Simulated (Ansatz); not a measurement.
# ZrTi7B16 (Ti on 88 % of the Zr sites, one arrangement): which shell does photoemission see at 21.2 and 60 eV? (PBE)

The valence band of ZrTi7B16 (Ti on 88 % of the Zr sites, one arrangement) mixes several shells. Work out by hand which one leads the spectrum's area at each photon energy.

Filled states come from the projected DOS of Ansatz 0.2.0 (PBE, plane waves); cross sections σ and asymmetry parameters β are those of free atoms in a Dirac–Hartree–Slater calculation. A shell's area is states × σ × angular factor, which is 1 + β·P₂(cos θ) for linear light, with θ = 10° from the polarisation and P₂ = 0.955.

**At 21.2 eV** (states counted from 11.2 eV below the zero; other shells add 0.54 to the products' sum of 258):

```
shell  filled states a cell  cross section (Mb an electron)     β  angular factor  product  share by hand (%)  share in the simulated spectrum (%)
 B 2s                  8.62                           0.802  2.00            2.91     20.1                  8                                    8
 B 2p                 39.56                            1.61  1.48            2.41      153                 59                                   59
Ti 3d                 20.07                            2.54  0.16            1.15     58.9                 23                                   23
Zr 4d                  3.06                            5.55  0.52            1.49     25.3                 10                                   10
```

**At 60 eV** (states counted from 28.4 eV below the zero; other shells add 2.9 to the products' sum of 67.5):

| shell | filled states a cell | cross section (Mb an electron) | β | angular factor | product | share by hand (%) | share in the simulated spectrum (%) |
| --- | --- | --- | --- | --- | --- | --- | --- |
| B 2s | 11.29 | 0.286 | 2.00 | 2.91 | 9.4 | 14 | 14 |
| B 2p | 40.71 | 0.124 | 1.47 | 2.40 | 12.2 | 18 | 18 |
| Ti 3d | 20.23 | 1.19 | 0.79 | 1.76 | 42.3 | 63 | 63 |
| Zr 4d | 3.11 | 0.0814 | 1.97 | 2.88 | 0.73 | 1 | 1 |

B 2p leads at 21.2 eV and Ti 3d at 60 eV. Between the two energies σ of B 2p changes by a factor 0.078 and that of Ti 3d by 0.47, so their ratio moves 6.0-fold in favour of the second. The simulated spectrum uses the same rule on the energy-resolved DOS, so the two share columns agree within a few points.

Only crystals where the two columns agree within 4 points and the lead is clear are worked in this form. Free-atom cross sections ignore the solid's final states, no escape depth or background enters, and the count of states a shell hangs on the projection.

[Logs are printed without paths, hosts, clocks, repeated set-up lines and the standing remarks that a program may print on its own settings, such as how far it seeks lower states.]
